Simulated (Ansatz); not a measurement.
# AlSi2 (built on the sites of a database entry of ScSi2): the cell at rest

Aim: bring AlSi2 (built on the sites of a database entry of ScSi2) to small forces and stress, as phonons need.

Calculated with Ansatz 0.2.0; DFT RPBE, scalar-relativistic, plane waves, PAW.

The structure was built from a prototype and need not be the compound's stable phase.

## (1) The structure

It takes space group P6/mmm (No. 191, hexagonal). The conventional cell has a = 3.179 Å, b = 3.179 Å, c = 3.361 Å, α = 90.00°, β = 90.00°, γ = 120.00°. Al has 12 Si at 2.49 Å nearest. Nearest to Si lie 3 Si at 1.84 Å and 6 Al at 2.49 Å. Farther neighbours are not listed.

## (2) Probe on a coarse mesh

First a cheap look: the gap decides the mesh and the occupations, the pressure tells how far the cell has to move.

Contents of input.yaml:

```yaml
crystal:
  lattice:
    - [3.17856, 0.0, 0.0]
    - [-1.58928, 2.75271, 0.0]
    - [0.0, 0.0, 3.36093]
  atoms:
    - { symbol: Al, position: [0.0, 0.0, 0.0] }
    - { symbol: Si, position: [0.3333333333, 0.6666666667, 0.5] }
    - { symbol: Si, position: [0.6666666667, 0.3333333333, 0.5] }
kpoints:
  mp_grid: { grid: [6, 6, 6] }
hamiltonian:
  xc: rpbe
scf:
  occupations: { method: gaussian, width: 0.1 }
output:
  forces: true
  stress: true
  eigenvalues: true
```

Started as:

```console
> ansatz run input.yaml --threads 4 --pin off --max-ram 7168MiB --backend cpu --events-out ev --progress --plain --runs-dir out
```

Numbers of over 12 decimals in the logs are rounded to 6 here.

The log of the run:

```text
Engine: ansatz 0.2.0, aarch64-unknown-linux-gnu
Pseudopotentials: kind: paw
Pseudopotential: Al, paw, valence charge 3, recommended cutoff 420 eV (normal), Al.paw.azcp
Pseudopotential: Si, paw, valence charge 4, recommended cutoff 420 eV (normal), Si.paw.azcp
Functional definition: RPBE
  parameter kappa = 0.804
  parameter beta = 0.066725
  exchange = rpbe_x(kappa = kappa, mu = beta*pi^2/3)
[...]
k-point 1: bands = ["-1.5334", "7.6084", "13.2907", "13.2907", "15.7396", "15.7396", "15.9677", "20.6373", "22.3495", "23.4035"]
  k-point 2: bands = ["-0.7715", "4.9916", "13.7308", "13.7308", "16.2153", "16.2153", "20.4992", "21.2004", "21.2004", "21.5421"]
  k-point 27: bands = ["5.5027", "5.5027", "6.2710", "9.2933", "9.2933", "11.3933", "20.3736", "24.5964", "24.5964", "27.3586"]
[key lines of the parts left out:]
SCF converged after 6 iterations
Free energy (F): -1807.873574 eV
Fermi energy:    16.143557 eV
P = ⅓ Tr σ = 177.8836 GPa (1778.836 kbar)
```

Run time: 0.41 s. Hardware: 4 threads of Arm Neoverse V1, shared host; peak memory 0.26 GiB; 1.1 s of CPU time.

Numbers from this step:

```
pressure          : 177.9 GPa
volume per atom   : 9.802 Å³
gap on the k-mesh : 0 eV
```

The coarse mesh shows no gap and a pressure of 177.9 GPa.

## (3) Coarse relaxation

A rough relaxation comes first, because large forces or stress need no tight tolerances yet.

input.yaml, as its differences from that of step 2:

```diff
@@ -10,3 +10,3 @@
 kpoints:
-  mp_grid: { grid: [6, 6, 6] }
+  mp_grid: { grid: [9, 9, 6] }
 hamiltonian:
@@ -19 +19,6 @@
   eigenvalues: true
+relax:
+  adjacent_minimum: "off"
+  f_tol: 0.05
+  max_steps: 80
+  cell: { stress_tol: 0.5 }
```

The log of the run:

```text
[...]
Crystal: 3 atoms, lattice volume = 29.407 Å³
Basis set: ecut = 420 eV, 575 PW (Γ), exchange–correlation on 48×48×48 points (8 copies of the dense FFT grid, shifted against one another)
Bands: 10, of which v1, the nominal top of the filled ones, is band 6 counted from 1 (5 counted from 0)
Symmetry: 24 space group operations
[...]
k-points: 48 of 486
[...]
F+E_penalty+E_count = -1817.21560062 eV   max|allowed force component| = 3.485e-16 eV/Å   (the final SCF, on the basis selected at the relaxed cell)
  cell:  # Å, volume = 47.0545 Å³
    - [4.288888, 0, 0.0]
    - [-2.144444, 3.714286, 0]
    - [0.0, 0, 2.953801]
  atoms:
    - { symbol: Al, position: [0, 0, 0.0] }
    - { symbol: Si, position: [0.333333, 0.666667, 0.5] }
    - { symbol: Si, position: [0.666667, 0.333333, 0.5] }
[key lines of the parts left out:]
SCF converged after 3 iterations
Free energy (F): -1817.215601 eV
Fermi energy:    9.317026 eV
P = ⅓ Tr σ = 0.2094 GPa (2.094 kbar)
```

Elapsed: 6.4 s, on 4 threads; peak memory 0.32 GiB.

Step by step:

| step | energy less that of the first step (eV) | largest force component (eV/Å) | pressure (GPa) | volume (Å³) |
| --- | --- | --- | --- | --- |
| 1 | 0.0000 | 0.0000 | 177.61 | 29.41 |
| 2 | -3.6899 | 0.0000 | 115.92 | 32.67 |
| 3 | -6.1623 | 0.0000 | 71.94 | 36.12 |
| 4 | -7.7504 | 0.0000 | 40.92 | 39.89 |
| 5 | -8.6457 | 0.0000 | 20.25 | 43.59 |
| 6 | -9.0614 | 0.0000 | 5.71 | 48.36 |
| 7 | -9.1450 | 0.0000 | -1.47 | 51.94 |
| 8 | -9.1952 | 0.0000 | -0.98 | 50.42 |
| 9 | -9.2515 | 0.0000 | -0.35 | 48.97 |
| 10 | -9.3447 | 0.0000 | -0.22 | 47.70 |
| 11 | -9.3602 | 0.0000 | 0.87 | 46.25 |
| 12 | -9.3616 | 0.0000 | 0.08 | 46.75 |
| 13* | -9.4711 | 0.0000 | 1.03 | 46.75 |
| 14 | -9.4746 | 0.0000 | 0.21 | 47.05 |
| 15* | -9.4747 | 0.0000 | 0.21 | 47.05 |

Relaxation steps marked * repeat the geometry before them on a plane-wave basis chosen anew for their cell, so energy and pressure can jump there.

The run keeps the 24 symmetry operations that it works with, so distortions that break them were not tested.

| cell as run | before | after | change |
| --- | --- | --- | --- |
| a (Å) | 3.179 | 4.289 | +34.9 % |
| b (Å) | 3.179 | 4.289 | +34.9 % |
| c (Å) | 3.361 | 2.954 | -12.1 % |
| volume (Å³/atom) | 9.80 | 15.68 | +60.0 % |

The relaxed structure:

```cif
data_structure
_symmetry_space_group_name_H-M 'P 1'
_symmetry_Int_Tables_number 1
_cell_length_a 4.2889
_cell_length_b 4.2889
_cell_length_c 2.9538
_cell_angle_alpha 90.000
_cell_angle_beta 90.000
_cell_angle_gamma 120.000
_cell_volume 47.05
loop_
_atom_site_label
_atom_site_type_symbol
_atom_site_fract_x
_atom_site_fract_y
_atom_site_fract_z
_atom_site_occupancy
Al1 Al 0.00000 0.00000 0.00000 1
Si2 Si 0.33333 0.66667 0.50000 1
Si3 Si 0.66667 0.33333 0.50000 1
```

This step gave:

```
pressure        : 0.2094 GPa
volume per atom : 15.68 Å³
```

In this step the volume went from 9.80 to 15.68 Å³/atom.

## (4) Bringing the structure to rest

Harmonic phonons are second derivatives at a point where the forces vanish, and they are wanted at zero stress, so atoms and cell are relaxed first.

Contents of input.yaml:

```yaml
crystal:
  lattice:
    - [4.2888883473, 0.0, 0.0]
    - [-2.1444441736, 3.7142862628, 0.0]
    - [0.0, 0.0, 2.9538006574]
  atoms:
    - { symbol: Al, position: [0.0, 0.0, 0.0] }
    - { symbol: Si, position: [0.3333333333, 0.6666666667, 0.5] }
    - { symbol: Si, position: [0.6666666667, 0.3333333333, 0.5] }
kpoints:
  mp_grid: { grid: [12, 12, 12] }
hamiltonian:
  xc: rpbe
scf:
  occupations: { method: gaussian, width: 0.1 }
output:
  forces: true
  stress: true
  eigenvalues: true
  write_density: true
  write_potential: true
  elf: true
  volumetric_format: npy
relax:
  adjacent_minimum: "off"
  f_tol: 0.005
  max_steps: 80
  cell: { stress_tol: 0.05 }
```

The log of the run:

```text
[...]
Crystal: 3 atoms, lattice volume = 47.055 Å³
Basis set: ecut = 420 eV, 915 PW (Γ), exchange–correlation on 60×60×40 points (8 copies of the dense FFT grid, shifted against one another)
Bands: 10, of which v1, the nominal top of the filled ones, is band 6 counted from 1 (5 counted from 0)
[... 1 set-up line as in the run before ...]
[...]
k-points: 133 of 1728
[...]
SCF iter   1: F=—  HF=-1817.239592 eV  |F-HF|=—  |Δ(HF+E_count)|=         —  Δρ=3.64e-3  dr2=5.89e-3  ethr=1.77e-3  ⟨swp⟩=5.4  Hψ=9669  notcnv=0
[...]
SCF iter   6: F=-1817.238765 eV  HF=-1817.238765 eV  |F-HF|=1.96e-9  |Δ(HF+E_count)|=   4.38e-8  Δρ=3.85e-6  dr2=7.23e-9  ethr=9.09e-10  ⟨swp⟩=8.1  Hψ=7559  notcnv=0
SCF 1 converged in 6 iterations: F = -1817.238765 eV  dr2 = 7.23e-9
[...]
relax step   1: F+E_penalty+E_count = -1817.23876504 eV  Δ(F+E_penalty+E_count) = +0.000e0 eV  max|allowed force component| = 1.727e-16 eV/Å  Δτ_max = 0.0000 Å  P = +0.036 GPa  Ω = 47.055 Å³  (6 SCF iters, dr2 threshold 1.00e-7 eV, accepted)
Crystal: 3 atoms, lattice volume = 45.808 Å³
[...]
SCF iter   5: F=-1817.302472 eV  HF=-1817.302472 eV  |F-HF|=1.15e-8  |Δ(HF+E_count)|=   1.38e-7  Δρ=1.01e-5  dr2=2.29e-8  ethr=2.73e-9  ⟨swp⟩=9.0  Hψ=9989  notcnv=0
SCF 2 converged in 5 iterations: F = -1817.302472 eV  dr2 = 2.29e-8
[...]
relax step   2: F+E_penalty+E_count = -1817.30247186 eV  Δ(F+E_penalty+E_count) = -6.371e-2 eV  max|allowed force component| = 9.252e-18 eV/Å  Δτ_max = 0.0000 Å  P = +1.330 GPa  Ω = 45.808 Å³  energy of the carried Pulay correction = +2.440e-4 eV  (5 SCF iters, dr2 threshold 3.00e-7 eV, accepted)
Crystal: 3 atoms, lattice volume = 46.357 Å³
Basis set: ecut = 420 eV, 927 PW (Γ), exchange–correlation on 60×60×40 points (8 copies of the dense FFT grid, shifted against one another)
[...]
SCF iter   5: F=-1817.365371 eV  HF=-1817.365371 eV  |F-HF|=1.73e-8  |Δ(HF+E_count)|=   7.30e-8  Δρ=1.19e-5  dr2=2.70e-8  ethr=2.73e-9  ⟨swp⟩=9.2  Hψ=10081  notcnv=0
SCF 3 converged in 5 iterations: F = -1817.365371 eV  dr2 = 2.70e-8
relax step   3: F+E_penalty+E_count = -1817.36537146 eV  Δ(F+E_penalty+E_count) = -6.290e-2 eV  max|allowed force component| = 1.203e-16 eV/Å  Δτ_max = 0.0000 Å  P = -0.257 GPa  Ω = 46.357 Å³  energy of the carried Pulay correction = +1.276e-4 eV  (5 SCF iters, dr2 threshold 3.00e-7 eV, accepted)
[...]
relax step   4: F+E_penalty+E_count = -1817.36174842 eV  Δ(F+E_penalty+E_count) = +3.623e-3 eV  max|allowed force component| = 7.093e-17 eV/Å  Δτ_max = 0.0000 Å  P = +0.528 GPa  Ω = 45.983 Å³  energy of the carried Pulay correction = +2.017e-4 eV  (4 SCF iters, dr2 threshold 3.00e-7 eV, rejected (line search))
[...]
relax step   5: F+E_penalty+E_count = -1817.36567038 eV  Δ(F+E_penalty+E_count) = -2.989e-4 eV  max|allowed force component| = 3.701e-17 eV/Å  Δτ_max = 0.0000 Å  P = +0.017 GPa  Ω = 46.211 Å³  energy of the carried Pulay correction = +1.568e-4 eV  (6 SCF iters, accepted)
Basis set: ecut = 420 eV, 927 PW (Γ), exchange–correlation on 60×60×36 points (8 copies of the dense FFT grid, shifted against one another)
[...]
SCF iter   5: F=-1817.366175 eV  HF=-1817.366175 eV  |F-HF|=1.14e-12  |Δ(HF+E_count)|=  1.59e-10  Δρ=1.98e-7  dr2=1.58e-11  ethr=1.00e-12  ⟨swp⟩=4.0  Hψ=5916  notcnv=0
SCF 6 converged in 5 iterations: F = -1817.366175 eV  dr2 = 1.58e-11
relax step   6: F+E_penalty+E_count = -1817.36617489 eV  Δ(F+E_penalty+E_count) = -5.045e-4 eV  max|allowed force component| = 7.401e-17 eV/Å  Δτ_max = 0.0000 Å  P = +0.033 GPa  Ω = 46.211 Å³  stress off target by 3.72e-2 GPa  SCF on the basis re-selected at this cell (its energy is not comparable with the rows above)  (5 SCF iters)
[...]
SCF converged after 5 iterations
Free energy (F): -1817.366175 eV
[...]
Internal energy: -1817.360272 eV  (E = F + TS)
E sigma→0 (E₀):  -1817.363223 eV
Entropy (-TS):   -0.005903 eV (-1.968 meV/atom)
Fermi energy:    9.530172 eV
[...]
--- Stress (GPa, compression-positive) ---
        0.037187       0.000000       0.000000
        0.000000       0.037187       0.000000
        0.000000       0.000000       0.025281
  P = ⅓ Tr σ = 0.0332 GPa (0.332 kbar)
--- Band table (eV; the first three rows and the last of 133) ---
[...]
--- Relaxed structure (5 steps of the walk, 4 accepted, 1 SCFs on fresh bases) ---
[...]
cell:  # Å, volume = 46.2107 Å³
    - [4.463098, -3.003998249111769e-11, 0]
    - [-2.231549, 3.865156, -3.607179876990923e-18]
    - [0, -2.8686238857648464e-18, 2.678791]
  atoms:
    - { symbol: Al, position: [0, 0, 0.0] }
    - { symbol: Si, position: [0.333333, 0.666667, 0.5] }
    - { symbol: Si, position: [0.666667, 0.333333, 0.5] }
```

Elapsed: 7.7 s, on 4 threads; peak memory 0.38 GiB.

Step by step:

| step | energy less that of the first step (eV) | largest force component (eV/Å) | pressure (GPa) | volume (Å³) |
| --- | --- | --- | --- | --- |
| 1 | 0.0000 | 0.0000 | 0.04 | 47.05 |
| 2 | -0.0637 | 0.0000 | 1.33 | 45.81 |
| 3 | -0.1266 | 0.0000 | -0.26 | 46.36 |
| 4 | -0.1230 | 0.0000 | 0.53 | 45.98 |
| 5 | -0.1269 | 0.0000 | 0.02 | 46.21 |
| 6* | -0.1274 | 0.0000 | 0.03 | 46.21 |

Relaxation steps marked * repeat the geometry before them on a plane-wave basis chosen anew for their cell, so energy and pressure can jump there. Relaxation step 4 was tried and not accepted.

Forces are held to the 24 operations that the run works with; a distortion that breaks them can't arise in this run.

| conventional cell, symmetrised | before | after | change |
| --- | --- | --- | --- |
| a (Å) | 4.289 | 4.463 | +4.1 % |
| b (Å) | 4.289 | 4.463 | +4.1 % |
| c (Å) | 2.954 | 2.679 | -9.3 % |
| volume (Å³/atom) | 15.68 | 15.40 | -1.8 % |

Final coordinates:

```
Al Si
1.0
     4.46310    0.00000    0.00000
    -2.23155    3.86516    0.00000
     0.00000    0.00000    2.67879
Al Si
1 2
Direct
  0.00000 0.00000 0.00000
  0.33333 0.66667 0.50000
  0.66667 0.33333 0.50000
```

This step gave:

- pressure: 0.03322 GPa
- volume per atom: 15.40 Å³

Valence density in the ab plane at fractional z = 0.500, with atoms of Si within 0.2 Å of it. It is the smooth field of the valence electrons, not physical close to the nuclei.

Ten even steps from '0' (0.09 e/Å³) to '9' (0.41 e/Å³), each cell a mean:
```
43335798643334
33357999743333
33578678743333
35773048743333
57940069754444
79942599777776
89977998998898
78888889964799
55555689500697
33334587203875
33333587447753
33333589997533
44333589975333
44333578753334
```
Columns run along a (4.5 Å), rows up along b (4.5 Å). Atoms in or near the plane, at fractional coordinates: Si at (0.33, 0.67), Si at (0.67, 0.33).

Electrostatic potential energy in the ab plane at fractional z = 0.500, with atoms of Si within 0.2 Å of it. With pseudopotentials it is smooth inside the atoms' cores, unlike the true potential.

Ten even steps from '_' (-53 eV) to '@' (10 eV), each cell a mean:
```
@@@@@@@@@@@@%%%%@@@@@@@@@@@@
@@@@@@@@%%##**##%%@@@@@@@@@@
@@@@@@##++::--++%%@@@@@@@@@@
@@@@%%==..__..++%%@@@@@@@@@@
@@@@**..____::**@@@@@@@@@@@@
@@%%++..__..++%%@@@@%%%%%%@@
@@%%**--==**%%@@%%**++++##%%
@@%%%%####%%@@%%++::..--**%%
@@@@@@@@@@@@%%**..____::##@@
@@@@@@@@@@@@##==____..++%%@@
@@@@@@@@@@@@##--....==##@@@@
@@@@@@@@@@@@%%**++**%%@@@@@@
@@@@@@@@@@@@%%%%%%@@@@@@@@@@
@@@@@@@@@@@@@@@@@@@@@@@@@@@@
```
Columns run along a (4.5 Å; values clipped at the 3rd and 97th percentile), rows up along b (4.5 Å). Atoms in or near the plane, at fractional coordinates: Si at (0.33, 0.67), Si at (0.67, 0.33).

ELF in the ab plane at fractional z = 0.500, with atoms of Si within 0.2 Å of it. It is the smooth field of the valence electrons, not physical close to the nuclei.

Values, 14 rows by 14 columns, each cell a mean:
```
0.62 0.53 0.44 0.44 0.55 0.68 0.76 0.75 0.66 0.51 0.43 0.45 0.56 0.63
0.51 0.45 0.45 0.56 0.66 0.70 0.71 0.71 0.66 0.53 0.44 0.46 0.52 0.56
0.42 0.44 0.55 0.64 0.56 0.47 0.49 0.60 0.65 0.53 0.43 0.42 0.46 0.45
0.44 0.55 0.65 0.50 0.39 0.42 0.37 0.57 0.65 0.52 0.43 0.43 0.44 0.43
0.56 0.67 0.66 0.40 0.50 0.48 0.46 0.67 0.66 0.55 0.52 0.53 0.53 0.51
0.69 0.75 0.64 0.38 0.37 0.43 0.67 0.75 0.69 0.66 0.65 0.65 0.66 0.66
0.75 0.76 0.66 0.49 0.52 0.67 0.76 0.75 0.75 0.67 0.57 0.60 0.71 0.75
0.71 0.70 0.68 0.64 0.67 0.70 0.73 0.76 0.67 0.46 0.37 0.49 0.71 0.76
0.58 0.57 0.59 0.58 0.57 0.60 0.70 0.67 0.43 0.48 0.42 0.47 0.70 0.68
0.45 0.45 0.46 0.45 0.47 0.57 0.67 0.52 0.37 0.50 0.39 0.56 0.66 0.55
0.41 0.43 0.43 0.41 0.45 0.58 0.64 0.49 0.38 0.40 0.50 0.64 0.56 0.44
0.50 0.52 0.48 0.43 0.46 0.59 0.68 0.66 0.64 0.66 0.65 0.55 0.45 0.44
0.61 0.59 0.52 0.43 0.45 0.57 0.70 0.76 0.75 0.67 0.55 0.44 0.45 0.53
0.67 0.61 0.50 0.41 0.45 0.58 0.71 0.75 0.69 0.56 0.44 0.42 0.51 0.62
```
Columns run along a (4.5 Å), rows up along b (4.5 Å). Atoms in or near the plane, at fractional coordinates: Si at (0.33, 0.67), Si at (0.67, 0.33).

In this step the volume went from 15.68 to 15.40 Å³/atom.

## (5) Relaxing to small forces for the phonons

Phonons need a cell at rest on their own settings, so the relaxation is repeated with tight tolerances on forces and stress, using the mesh and the filling of the phonon run that follows.

Contents of input.yaml:

```yaml
crystal:
  lattice:
    - [4.4630975592, 0.0, 0.0]
    - [-2.2315487796, 3.8651558659, 0.0]
    - [0.0, 0.0, 2.6787914147]
  atoms:
    - { symbol: Al, position: [0.0, 0.0, 0.0] }
    - { symbol: Si, position: [0.3333333333, 0.6666666667, 0.5] }
    - { symbol: Si, position: [0.6666666667, 0.3333333333, 0.5] }
kpoints:
  mp_grid: { grid: [12, 12, 12] }
hamiltonian:
  xc: rpbe
scf:
  occupations: { method: methfessel_paxton, width: 0.15 }
output:
  forces: true
  stress: true
  eigenvalues: true
relax:
  adjacent_minimum: "off"
  f_tol: 0.001
  max_steps: 60
  cell: { stress_tol: 0.01 }
```

The log of the run:

```text
[...]
Crystal: 3 atoms, lattice volume = 46.211 Å³
Basis set: ecut = 420 eV, 927 PW (Γ), exchange–correlation on 60×60×36 points (8 copies of the dense FFT grid, shifted against one another)
Bands: 10, of which v1, the nominal top of the filled ones, is band 6 counted from 1 (5 counted from 0)
[... 1 set-up line as in the run before ...]
[...]
k-points: 133 of 1728
[...]
--- Band table (eV; the first three rows and the last of 133) ---
[...]
--- Relaxed structure (2 steps of the walk, 2 accepted, 1 SCFs on fresh bases) ---
[...]
cell:  # Å, volume = 46.2260 Å³
    - [4.463680, 0.0, 0.0]
    - [-2.231840, 3.865661, 0.0]
    - [0.0, 0.0, 2.678981]
  atoms:
    - { symbol: Al, position: [0, 0, 0.0] }
    - { symbol: Si, position: [0.333333, 0.666667, 0.500000] }
    - { symbol: Si, position: [0.666667, 0.333333, 0.500000] }
[key lines of the parts left out:]
SCF converged after 9 iterations
Free energy (F): -1817.362952 eV
Fermi energy:    9.525902 eV
P = ⅓ Tr σ = 0.0021 GPa (0.021 kbar)
```

Run time: 4 s. Hardware: 4 threads; peak memory 0.38 GiB.

Little changed from the start: no atom moved by 0.005 Å and no cell edge by 0.1 %.

Numbers from this step:

* pressure: 0.002112 GPa
* volume per atom: 15.41 Å³

The forces vanish by symmetry and the pressure is 0.002 GPa, within the tolerances set. The cell now holds 15.41 Å³/atom.

## (6) Outcome

- space group after relaxation (within 0.01 Å): P6/mmm
- lattice constant a: 4.464 Å
- lattice constant b: 4.464 Å
- lattice constant c: 2.679 Å
- volume per atom: 15.4 Å³

What this shows: The forces vanish by symmetry and the pressure is 0.002 GPa, within the tolerances set. The cell now holds 15.41 Å³/atom. The relaxation keeps the symmetry of its start, so it says nothing on stability against lower symmetry. The runs are without spin polarisation, although the cell has an odd electron count. The starting cell was built on a prototype and not taken from a measurement, so the phase need not exist.

[Logs are printed without paths, hosts, clocks, repeated set-up lines and the standing remarks that a program may print on its own settings, such as how far it seeks lower states.]

[Hosts, paths, dates, database ids (printed as entryN), source tags and the programs' standing remarks are cut or masked in the printed files.]
